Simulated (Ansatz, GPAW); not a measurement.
# How MoS3 (model structure) absorbs and reflects light

Aim: the dielectric function of MoS3 (model structure), and the optical constants that follow from it. The structure is a model built here, which may or may not match a known phase. It was built so: All O replaced by S and W replaced by Mo in the Pm-3m structure of WO3. The cell is first relaxed with Ansatz.

Calculated with GPAW 26.7.0; DFT, PBE, plane-wave PAW (GPAW data sets), scalar-relativistic, RPA, optical limit.

Report form: the programs' logs are mostly left out.

## Step 1: Set-up

It takes space group Pm-3m (No. 221, cubic). Conventional cell: a = 4.843 Å, b = 4.843 Å, c = 4.843 Å, α = 90.00°, β = 90.00°, γ = 90.00°. Nearest to Mo lie 6 S at 2.42 Å. Nearest to S lie 2 Mo at 2.42 Å. All O replaced by S and W replaced by Mo in the Pm-3m structure of WO3. Farther neighbours and most contacts between anions are not listed.

## Step 2: Relaxation

Spectra hang on bond lengths, so the cell is first brought to its minimum.

This step: DFT, PBE, plane-wave PAW, default files, scalar-relativistic, relaxation (Ansatz 0.2.0).

Input file input.yaml:

```yaml
crystal:
  lattice:
    - [4.84339554, 0.0, 0.0]
    - [0.0, 4.84339554, 0.0]
    - [0.0, 0.0, 4.84339554]
  atoms:
    - { symbol: Mo, position: [0.0, 0.0, 0.0] }
    - { symbol: S, position: [0.5, 0.0, 0.0] }
    - { symbol: S, position: [0.0, 0.5, 0.0] }
    - { symbol: S, position: [0.0, 0.0, 0.5] }
kpoints:
  mp_grid: { grid: [5, 5, 5] }
scf:
  occupations: { method: fermi_dirac, width: 0.05 }
hamiltonian:
  xc: pbe
output:
  forces: true
  stress: true
relax:
  f_tol: 0.02
  max_steps: 50
  cell: {}
```

Run with:

```
$ ansatz run input.yaml --threads 1 --pin off --max-ram 4096MiB --backend cpu --events-out ev --progress --plain --runs-dir out
```

The job ended after 8.8 s (1 thread of Arm Neoverse V1, shared host; peak memory 0.34 GiB).

The steps of the relaxation:

```
step  energy less that of the first step (eV)  largest force component (eV/Å)  pressure (GPa)  volume (Å³)
   1                                   0.0000                          0.0000           -6.70       113.62
   2                                  -0.2345                          0.0000            1.87       100.76
   3                                  -0.2462                          0.0000           -0.33       103.30
   4                                  -0.2466                          0.0000           -0.01       102.91
  5*                                  -0.2460                          0.0000           -0.01       102.91
```

Relaxation steps marked * repeat the geometry before them on a plane-wave basis chosen anew for their cell, so energy and pressure can jump there.

The run keeps the 48 symmetry operations that it works with, so distortions that break them were not tested.

```
conventional cell, symmetrised  before  after  change
                         a (Å)   4.843  4.686  -3.2 %
                         b (Å)   4.843  4.686  -3.2 %
                         c (Å)   4.843  4.686  -3.2 %
              volume (Å³/atom)   28.40  25.73  -9.4 %
```

The relaxed structure:

```
Mo S
1.0
     4.68616    0.00000    0.00000
     0.00000    4.68616    0.00000
     0.00000    0.00000    4.68616
Mo S
1 3
Direct
  0.00000 0.00000 0.00000
  0.50000 0.00000 0.00000
  0.00000 0.50000 0.00000
  0.00000 0.00000 0.50000
```

The relaxation ends with a pressure of -0.01 GPa.

## Step 3: Ground state

First the ground state: is it a metal or has it a gap?

This step: DFT, PBE, plane-wave PAW (GPAW data sets), scalar-relativistic, ground state (GPAW 26.7.0).

Input file gs.py:

```python
from ase import Atoms
from ase.dft.bandgap import bandgap
from gpaw import GPAW, PW, FermiDirac

atoms = Atoms(['Mo', 'S', 'S', 'S'],
              cell=[[4.686162756700, 0.000000000000, 0.000000000000],
                    [0.000000000000, 4.686162756700, 0.000000000000],
                    [0.000000000000, 0.000000000000, 4.686162756700]],
              scaled_positions=[[1.000000000000, 0.000000000000, 1.000000000000],
                                [0.500000000000, 1.000000000000, 1.000000000000],
                                [0.000000000000, 0.500000000000, 1.000000000000],
                                [0.000000000000, 0.000000000000, 0.500000000000]],
              pbc=[True, True, True])
atoms.calc = GPAW(mode=PW(500), xc='PBE', kpts={'size': (5, 5, 5), 'gamma': True},
                  occupations=FermiDirac(0.05), maxiter=150, txt='gs.txt')
print('energy (eV)', atoms.get_potential_energy())
print('Fermi level (eV)', atoms.calc.get_fermi_level())
print('valence electrons', atoms.calc.get_number_of_electrons())
print('gap (eV)', bandgap(atoms.calc, output=None)[0])
print('direct gap (eV)', bandgap(atoms.calc, direct=True, output=None)[0])
atoms.calc.write('gs.gpw')
```

Run with:

```
$ OMP_NUM_THREADS=1 python gs.py
```

It took 12 s on 1 thread; peak memory 0.16 GiB.

Read-outs, printed or worked out from the files:

```
energy       : -23.43 eV
Fermi energy : 3.544 eV
electrons    : 32
```

There are states at the Fermi level within the smearing, so the occupations stay smeared and the carriers get a Drude term.

## Step 4: Bands for the response

At the fixed density, many empty bands are solved on the mesh of the response, since the spectrum sums over them.

This step: DFT, PBE, plane-wave PAW (GPAW data sets), scalar-relativistic, bands at fixed density (GPAW 26.7.0).

Input file nscf.py:

```python
from ase.dft.bandgap import bandgap
from gpaw import GPAW, FermiDirac

calc = GPAW('gs.gpw').fixed_density(kpts={'size': (7, 7, 7), 'gamma': True}, nbands=71, convergence={'bands': 65},
                                    occupations=FermiDirac(0.05), txt='nscf.txt')
print('gap (eV)', bandgap(calc, output=None)[0])
print('direct gap (eV)', bandgap(calc, direct=True, output=None)[0])
print('top band over the Fermi level (eV)', min(calc.get_eigenvalues(kpt=k)[64] for k in range(len(calc.get_ibz_k_points()))) - calc.get_fermi_level())
calc.write('full.gpw', mode='all')
```

Run with:

```
$ OMP_NUM_THREADS=1 python nscf.py
```

Elapsed: 2.1 min, on 1 thread; peak memory 0.23 GiB.

## Step 5: Dielectric function, RPA

Local fields let the induced charge screen the field inside the cell, which as a rule lowers ε, most along directions where the density is uneven.

This step: DFT, PBE, plane-wave PAW (GPAW data sets), scalar-relativistic, RPA, optical limit (GPAW 26.7.0).

Input file df.py:

```python
from gpaw.response.df import DielectricFunction

df = DielectricFunction('full.gpw', frequencies={'type': 'nonlinear', 'domega0': 0.03, 'omega2': 8},
                        ecut=60,
                        eta=0.15,
                        nbands=65,
                        rate=0.1,
                        txt='df.txt')
for direction in ['x']:
    df.get_dielectric_function(xc='RPA', direction=direction, filename=f'df_{direction}.csv')
```

Run with:

```
$ OMP_NUM_THREADS=1 python df.py
```

Run time: 21 s. Hardware: 1 thread; peak memory 0.46 GiB.

Some rows of df_x.csv (energy; Re and Im without local fields; Re and Im with them):

```text
0.000000, 274.102081, -0.000000, 273.193318, -0.000000
0.555532, 19.946596, 17.086676, 18.923867, 16.665483
1.143969, 17.345377, 36.511463, 17.571833, 34.484321
1.768324, -9.248395, 11.752871, -9.039785, 12.028470
2.431988, -0.516985, 2.927359, -0.623631, 2.980936
3.138794, 1.826854, 5.699427, 1.751967, 5.855963
3.893091, 1.906074, 6.633589, 1.669719, 6.913559
4.699832, 0.421344, 4.306980, 0.045686, 4.688356
5.564682, 1.226940, 1.999405, 0.539215, 2.109193
6.494155, 0.584048, 2.188369, -0.180686, 2.240358
7.495775, 1.844300, 1.751372, 0.885405, 1.595525
8.578281, 2.806561, 2.016171, 1.695220, 1.472581
9.751884, 1.978052, 3.620096, 1.122192, 2.234185
11.028587, 0.143097, 3.188494, 0.328192, 1.880969
12.422601, 0.677466, 2.129897, 0.257465, 1.061652
13.950874, -0.420853, 2.457801, 0.539941, 1.239681
15.633783, -0.733398, 1.399633, 0.549777, 1.042331
17.496047, -0.417574, 0.624335, 0.433868, 0.849728
19.567954, -0.001188, 0.276896, 0.267909, 0.761490
```

The Im ε, E ∥ x has structure finer than the step of the table below, so its rows give means over 0.5 eV, whole bins alone (the curve runs from 0.305 to 21.9 eV). Peaks (eV: height): 1.21: 37.7.

Sum at mesh points, not converged in k. Table of Im ε, E ∥ x by photon energy; means over each step:

photon energy (eV), Im ε, E ∥ x and a bar:
```
      1.0       24.0 ##############################
      1.5       22.3 ############################
      2.0        6.5 ########
      2.5        3.0 ###
      3.0        4.4 #####
      3.5        4.2 #####
      4.0        6.1 #######
      4.5        4.6 #####
      5.0        3.5 ####
      5.5        2.1 ##
      6.0        2.7 ###
      6.5        2.1 ##
      7.0        1.3 #
      7.5        1.6 #
      8.0        1.6 #
      8.5        1.5 #
      9.0        2.5 ###
      9.5        2.2 ##
     10.0        2.5 ###
     10.5        1.9 ##
     11.0        1.8 ##
     11.5        1.5 #
     12.0        1.4 #
     12.5        1.1 #
     13.0        1.0 #
     13.5        1.1 #
     14.0        1.2 #
     14.5        1.1 #
     15.0        1.1 #
     15.5        1.1 #
     16.0        1.1 #
     16.5        1.1 #
     17.0        1.0 #
     17.5        0.9 
     18.0        0.9 
     18.5        0.9 
     19.0        0.9 
     19.5        0.8 
     20.0        0.7 
     20.5        0.6 
     21.0        0.5 
     21.5        0.5
```

Values under 1 per cm are given as 1; sum at mesh points, not converged in k. The absorption coefficient, E ∥ x by photon energy:

```
photon energy (eV)  absorption coefficient, E ∥ x (1/cm)
             0.492                                 78809
             1.010                                 2.2e5
             1.486                                 5.7e5
             1.985                                 5.5e5
             2.508                                 3.1e5
             3.018                                 3.5e5
             3.510                                 3.3e5
             3.980                                 7.0e5
             4.516                                 6.6e5
             4.981                                 8.0e5
             5.515                                 5.1e5
             6.021                                 6.1e5
             6.494                                 7.3e5
             6.985                                 4.1e5
             7.496                                 5.2e5
             8.026                                 5.1e5
             8.516                                 4.5e5
             9.023                                 8.3e5
             9.483                                 8.4e5
            10.026                                 1.1e6
            10.519                                 9.6e5
            11.029                                 9.9e5
            11.479                                 9.2e5
            12.023                                 9.6e5
            12.504                                 8.0e5
            13.000                                 7.3e5
            13.512                                 7.0e5
            14.040                                 9.1e5
            14.493                                 8.5e5
            14.960                                 8.4e5
            15.536                                 8.9e5
            16.031                                 9.7e5
            16.541                                 1.1e6
            16.959                                 1.0e6
            17.496                                 9.0e5
            18.049                                 9.5e5
            18.504                                 9.8e5
            18.969                                 1.0e6
            19.447                                 1.0e6
            20.061                                 9.8e5
            20.438                                 8.6e5
            20.953                                 8.6e5
            21.482                                 8.4e5
```

The loss function −Im 1/ε at q → 0, E ∥ x has structure finer than the step of the table below, so its rows give means over 0.5 eV, whole bins alone (the curve runs from 0.305 to 21.9 eV). Peaks (eV: height): 2.51: 0.340, 5.42: 0.513, 6.82: 0.823, 12.42: 0.890, 20.44: 1.45.

Sum at mesh points, not converged in k. Loss function −Im 1/ε at q → 0, E ∥ x against energy loss; means over each step:

energy loss (eV), loss function −Im 1/ε at q → 0, E ∥ x and a bar:
```
      1.0       0.02 
      1.5       0.04 
      2.0       0.10 ##
      2.5       0.30 ######
      3.0       0.18 ###
      3.5       0.18 ####
      4.0       0.16 ###
      4.5       0.22 ####
      5.0       0.27 ######
      5.5       0.45 #########
      6.0       0.36 #######
      6.5       0.49 ##########
      7.0       0.62 #############
      7.5       0.47 ##########
      8.0       0.41 ########
      8.5       0.34 #######
      9.0       0.28 ######
      9.5       0.40 ########
     10.0       0.37 ########
     10.5       0.52 ###########
     11.0       0.54 ###########
     11.5       0.65 ##############
     12.0       0.72 ###############
     12.5       0.87 ###################
     13.0       0.81 #################
     13.5       0.64 ##############
     14.0       0.69 ###############
     14.5       0.77 ################
     15.0       0.72 ###############
     15.5       0.75 ################
     16.0       0.72 ###############
     16.5       0.79 #################
     17.0       0.93 ####################
     17.5       0.94 ####################
     18.0       0.93 ####################
     18.5       0.95 ####################
     19.0       0.93 ####################
     19.5       1.16 #########################
     20.0       1.31 ############################
     20.5       1.39 ##############################
     21.0       1.35 #############################
     21.5       1.35 #############################
```

The reflectivity at normal incidence, E ∥ x has structure finer than the step of the table below, so its rows give means over 1 eV, whole bins alone (the curve runs from 0.305 to 21.9 eV). Peaks (eV: height): 1.8: 64.8, 3.2: 28.8, 5.0: 35.9, 6.6: 24.0, 10.3: 19.7.

Sum at mesh points, not converged in k. Table of reflectivity at normal incidence, E ∥ x by photon energy; means over each step:

```
photon energy (eV)  reflectivity at normal incidence, E ∥ x (%)
                 1                                         53.1
                 2                                         54.3
                 3                                         21.1
                 4                                         29.2
                 5                                         29.8
                 6                                         19.2
                 7                                         13.0
                 8                                         8.34
                 9                                         13.1
                10                                         16.7
                11                                         15.8
                12                                         14.4
                13                                         8.27
                14                                         8.85
                15                                         7.96
                16                                         8.51
                17                                         9.75
                18                                         8.20
                19                                         9.44
                20                                         10.5
                21                                         8.20
```

The Im ε, E ∥ x has structure finer than the step of the table below, so its rows give means over 0.5 eV, whole bins alone (the curve runs from 0.305 to 21.9 eV). Peaks (eV: height): without local fields 1.21: 39.2; with local fields 1.21: 37.7.

Sum at mesh points, not converged in k. Table of Im ε, E ∥ x by photon energy; means over each step:

```
photon energy (eV)  without local fields  with local fields
               1.0                  25.3               24.0
               1.5                  22.5               22.3
               2.0                  6.40               6.54
               2.5                  2.94               3.00
               3.0                  4.33               4.43
               3.5                  4.01               4.19
               4.0                  5.90               6.14
               4.5                  4.33               4.64
               5.0                  3.20               3.51
               5.5                  2.01               2.15
               6.0                  2.59               2.67
               6.5                  2.05               2.09
               7.0                  1.42               1.31
               7.5                  1.73               1.56
               8.0                  2.02               1.59
               8.5                  2.05               1.53
               9.0                  3.55               2.54
               9.5                  3.20               2.22
              10.0                  3.85               2.50
              10.5                  2.91               1.89
              11.0                  3.00               1.81
              11.5                  2.18               1.52
              12.0                  2.07               1.38
              12.5                  2.20               1.06
              13.0                  2.46              0.989
              13.5                  3.00               1.08
              14.0                  2.48               1.22
              14.5                  2.29               1.06
              15.0                  1.92               1.08
              15.5                  1.40               1.06
              16.0                  1.24               1.11
              16.5                 0.837               1.11
              17.0                 0.670              0.953
              17.5                 0.595              0.867
              18.0                 0.433              0.868
              18.5                 0.366              0.851
              19.0                 0.321              0.906
              19.5                 0.271              0.784
              20.0                 0.240              0.677
              20.5                 0.235              0.568
              21.0                 0.193              0.548
              21.5                 0.167              0.522
```

From ε follow the optical constants at some laser and lamp lines:

```
wavelength (nm)     n      k  R (%)    1/α
           1550  4.62  1.493   45.3  83 nm
           1064  5.19  3.465   58.8  24 nm
            800  2.66  3.732   61.1  17 nm
            633  1.16  2.834   63.5  18 nm
            532  1.00  1.600   39.0  26 nm
            450  1.58  0.889   15.2  40 nm
            365  1.65  1.036   18.5  28 nm
```

A polished face would reflect 46 % of daylight and look yellow (CIE x = 0.415, y = 0.410 under D65).

## Step 6: Summary of results

What this shows: At this level (PBE, RPA) MoS3 is a metal. The mesh is too coarse to trust the carriers' weight, the reflectivity or the colour to better than tens of per cent. The cell shrank by 9.4 % in volume. A polished face would reflect 46 % of daylight and look yellow (CIE x = 0.415, y = 0.410 under D65). The carriers' damping of 0.1 eV is typed, not computed; it shapes the response at the lowest energies. The run has no spin polarisation; magnetic order or correlation, untested here, could change the spectrum. In this version of GPAW the matrix elements of the optical limit are incomplete, which can lower ε − 1 by up to a tenth where first-row anions or d states rule, and shift it by more in d metals. GPAW's carrier term has the form −ωp²/(ω + i·rate)², which damps like twice the rate and fails at low energy, so the curves leave the lowest energies out. The sum runs over mesh points 0.19 Å⁻¹ apart with no interpolation, so peaks are partly noise of the mesh, and the Drude plasma energy, a sum over the Fermi surface, isn't converged.

[Machine, clock and banner lines and Python warnings are left out of the logs.]

[Logs are printed without paths, hosts, clocks, repeated set-up lines and the standing remarks that a program may print on its own settings, such as how far it seeks lower states.]

[Hosts, paths, dates, database ids (printed as entryN), source tags and the programs' standing remarks are cut or masked in the printed files.]
